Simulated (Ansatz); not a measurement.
# How well the gap of P2Ir (P2_1/c) can be computed, part 2 of 2

The study climbs from cheap functionals to G0W0 on P2Ir (P2_1/c) and then asks what each convergence step is worth.

Ansatz 0.2.0; density functionals, hybrids, G0W0, plane waves, PAW. Known limits of the many-body steps: not at the basis limit; no spin polarisation; d states lean on the start; no spin-orbit coupling; coarse k mesh.

So far. Step 11 (G0W0@LDA, 2×2×2 mesh, 391 empty bands, screening to 96 …): Against the run with 4×2×4 mesh, 391 empty bands, screening to 96 eV, the gap moves by −0.009 eV. Step 12 (G0W0@HSE06, 4×2×4 mesh, 391 empty bands, screening to …): Against the run with 4×2×4 mesh, 391 empty bands, screening to 96 eV on LDA, the gap moves by +0.22 eV, while the start moved by +0.52 eV.

In doubt: masses and optical values from hybrid runs of this build are listed as unsure (step 12), which bears on the screening that GW takes from such a start.

## (13) G0W0@LDA, 4×2×4 mesh, 391 empty bands, screening to 96 eV, plasmon pole

A plasmon pole stands in for the full frequency dependence of the screening; this run shows what that costs in accuracy.

This step: G0W0 on LDA, plane waves, PAW.

The input, input.yaml:

```yaml
crystal:
  lattice:
    - [5.7723350975, 0.0, 0.0]
    - [0.0, 5.80673151, 0.0]
    - [-2.1284997265, 0.0, 5.4731408836]
  atoms:
    - { symbol: P, position: [0.1580067, 0.88188186, 0.87028772] }
    - { symbol: P, position: [0.8419933, 0.38188186, 0.62971228] }
    - { symbol: P, position: [0.8419933, 0.11811814, 0.12971228] }
    - { symbol: P, position: [0.1580067, 0.61811814, 0.37028772] }
    - { symbol: P, position: [0.33432299, 0.37720527, 0.18854639] }
    - { symbol: P, position: [0.66567701, 0.87720527, 0.31145361] }
    - { symbol: P, position: [0.66567701, 0.62279473, 0.81145361] }
    - { symbol: P, position: [0.33432299, 0.12279473, 0.68854639] }
    - { symbol: Ir, position: [0.27186641, 0.49883041, 0.79157869] }
    - { symbol: Ir, position: [0.72813359, 0.99883041, 0.70842131] }
    - { symbol: Ir, position: [0.72813359, 0.50116959, 0.20842131] }
    - { symbol: Ir, position: [0.27186641, 0.00116959, 0.29157869] }
kpoints:
  mp_grid: { grid: [4, 2, 4] }
hamiltonian:
  xc: lda
scf:
  occupations: { method: fixed }
gw:
  n_empty_bands: 391
  ecut_chi: 96
  qp_bands: [v4, c4]
  qp_kpoints: band_edges
  screening: { model: godby_needs }
```

Started as:

```
$ ansatz run input.yaml --threads 24 --pin off --max-ram 82944MiB --backend cuda --events-out ev --progress --plain --runs-dir out --devices 1 --max-vram 78GiB
```

The job ended after 14 s (1 × NVIDIA GB200 (shared by 2 runs) with 24 threads of Arm Neoverse V2, shared host; peak memory 2.7 GiB).

Numbers from this step:

```yaml
bands_summed: 445
plasmon_pole_fit_frequency: 28.49 eV
rpa_eps_infinity_on_this_mesh_eigenvalues: 15.87, 17.57, 18.90
plane_waves_in_the_screening_matrix: 399
g0w0_gap_on_the_mesh: 1.191 eV
k_of_the_valence_top: -0.5, 0, 0
k_of_the_conduction_bottom: 0, 0, 0
starting_gap_on_the_mesh: 0.6132 eV
least_direct_g0w0_gap_on_the_computed_points: 2.068 eV
```

Against the run with 4×2×4 mesh, 391 empty bands, screening to 96 eV, the gap moves by +0.05 eV.

## (14) G0W0@LDA, 4×2×4 mesh, 391 empty bands, screening to 96 eV, hard PAW files

Other atomic data (hard PAW) test the pseudisation: the cutoff goes from 420 to 620 eV and the valence electrons from 108 to 164, which opens shells that were frozen.

Edit input.yaml of step 13 so:

```diff
@@ -22,2 +22,3 @@
   xc: lda
+  pseudopotentials: { kind: paw, source: ansatz }
 scf:
@@ -29,2 +30,2 @@
   qp_kpoints: band_edges
-  screening: { model: godby_needs }
+  screening: { model: contour_deformation }
```

Elapsed: 18 s, on 1 × NVIDIA GB200 (shared by 2 runs) with 24 threads; peak memory 3.2 GiB; 65 s of CPU time.

Numbers from this step:

```
bands summed                                 : 473
RPA ε∞ on this mesh (eigenvalues)            : 15.88, 17.57, 18.90
plane waves in the screening matrix          : 399
G0W0 gap on the mesh                         : 1.141 eV
k of the valence top                         : -0.5, -0.5, -0.5
k of the conduction bottom                   : 0, 0, 0
starting gap on the mesh                     : 0.6129 eV
least direct G0W0 gap on the computed points : 2.014 eV
```

Against the run with 4×2×4 mesh, 391 empty bands, screening to 96 eV, the gap moves by +0.002 eV.

## (15) G0W0@r2SCAN, 4×2×4 mesh, 391 empty bands, screening to 96 eV

This step: G0W0 on r2SCAN, plane waves, PAW.

Edit input.yaml of step 14 so:

```diff
@@ -21,4 +21,3 @@
 hamiltonian:
-  xc: lda
-  pseudopotentials: { kind: paw, source: ansatz }
+  xc: r2scan
 scf:
```

Wall time 12 s (1 × NVIDIA GB200 (shared by 2 runs) with 24 threads); peak memory 3.5 GiB.

Numbers from this step:

- bands summed: 445
- RPA ε∞ on this mesh (eigenvalues): 13.93, 15.44, 16.19
- plane waves in the screening matrix: 399
- G0W0 gap on the mesh: 1.246 eV
- k of the valence top: -0.5, 0, 0
- k of the conduction bottom: 0, 0, 0
- starting gap on the mesh: 0.7131 eV
- least direct G0W0 gap on the computed points: 2.141 eV

Against the run with 4×2×4 mesh, 391 empty bands, screening to 96 eV on HSE06, the gap moves by −0.12 eV, while the start moved by −0.42 eV.

## (16) The ladder

Times are wall times on 1 × NVIDIA GB200 (shared by 2 runs) with 24 threads of Arm Neoverse V2, shared host, good to a factor of about two. G0W0 rows are gaps on the mesh, lowered by the amount that the mesh misses the start's edges, a rough step that assumes the same correction there.

| level | gap (eV) | least direct gap (eV) | time |
| --- | --- | --- | --- |
| LDA | 0.62 | 1.53 | 1.9 s |
| LDA+SOC | 0.61 | 1.42 | 1.8 s |
| r2SCAN | 0.72 | 1.71 | 1.6 s |
| HSE06 | 1.13 | 2.17 | 12 s |
| PBE0 | 1.78 | 2.85 | 13 s |
| G0W0@LDA (138 empty bands) | 1.10 | - | 5.6 s |
| G0W0@LDA (391 empty bands) | 1.14 | - | 11 s |
| G0W0@LDA (843 empty bands) | 1.15 | - | 42 s |
| G0W0@LDA (391 empty bands, 2×2×2) | 1.13 | - | 2.8 s |
| G0W0@HSE06 (391 empty bands) | 1.36 | - | 46 s |
| G0W0@LDA (391 empty bands, plasmon pole) | 1.19 | - | 14 s |
| G0W0@LDA (391 empty bands, hard PAW) | 1.14 | - | 18 s |
| G0W0@r2SCAN (391 empty bands) | 1.25 | - | 12 s |

## (17) Adding up the best estimate

| term | eV | running total (eV) |
| --- | --- | --- |
| G0W0 on the mesh, top rung | 1.152 | 1.152 |
| to the limit, by a line in one over the bands through the two top rungs | +0.013 | 1.166 |
| spin-orbit change, from LDA | −0.002 | 1.164 |

Changes that are not added in, each against a run with equal bands and cutoff:

| change | eV |
| --- | --- |
| the coarser 2×2×2 mesh (change of the correction alone) | +0.001 |
| start HSE06 | +0.22 |
| plasmon pole in place of full frequency | +0.05 |
| hard PAW files | +0.002 |
| start r2SCAN | +0.11 |

## (18) Outcome

| Item | Value |
| --- | --- |
| LDA gap | 0.62 eV, indirect |
| HSE06 | 1.13 eV |
| PBE0 | 1.78 eV |
| G0W0, top rung on the mesh | 1.15 eV |
| best estimate, G0W0@LDA with spin-orbit change | 1.16 eV |
| GW settings of the top rung | 4×2×4 mesh, 843 empty bands, screening to 160 eV |
| known limits | one-shot GW, static lattice; no spin polarisation; d states lean on the start; coarse k mesh |

In words: The best estimate for G0W0@LDA is 1.16 eV, indirect by LDA+SOC, against 0.61 eV at the start (both with spin-orbit coupling). The pair of rungs below gives a limit +0.003 eV away. Of the changes left open the largest, +0.22 eV, comes from starting at HSE06. Among the functionals HSE06 comes nearest: −0.03 eV from the estimate. The RPA ε∞ on the GW mesh averages 17.3 against 16.8 from perturbation theory, which takes a denser mesh of its own and holds the xc response as well. All runs took 3.2 min, 79 % of it in G0W0. The 4×2×4 mesh is coarse for this cell (its supercell is 12 Å along the shortest edge). The RPA ε∞ on it, from the LDA start, is 15.78, 17.46 and 18.80; such meshes misread the long-range screening, most where the gap is narrow. The runs have no spin polarisation. For a closed low-spin shell that is the natural state; where a d or f shell is open it is a constraint, and the gap is then not the crystal's own. With d states at the gap, one-shot GW leans hard on its start.

[Paths, hosts, dates, memory and timing lines, banners, echoed tables and standing remarks are left out of the program output.]

[Logs are printed without paths, hosts, clocks, repeated set-up lines and the standing remarks that a program may print on its own settings, such as how far it seeks lower states.]

[Runs of the session that timed out or met a known fault of the program may be left out.]

[Cells called generated may have been cut or substituted from an entry of the Crystallography Open Database or the Materials Project.]

[Hosts, paths, dates, database ids (printed as entryN), source tags and the programs' standing remarks are cut or masked in the printed files.]
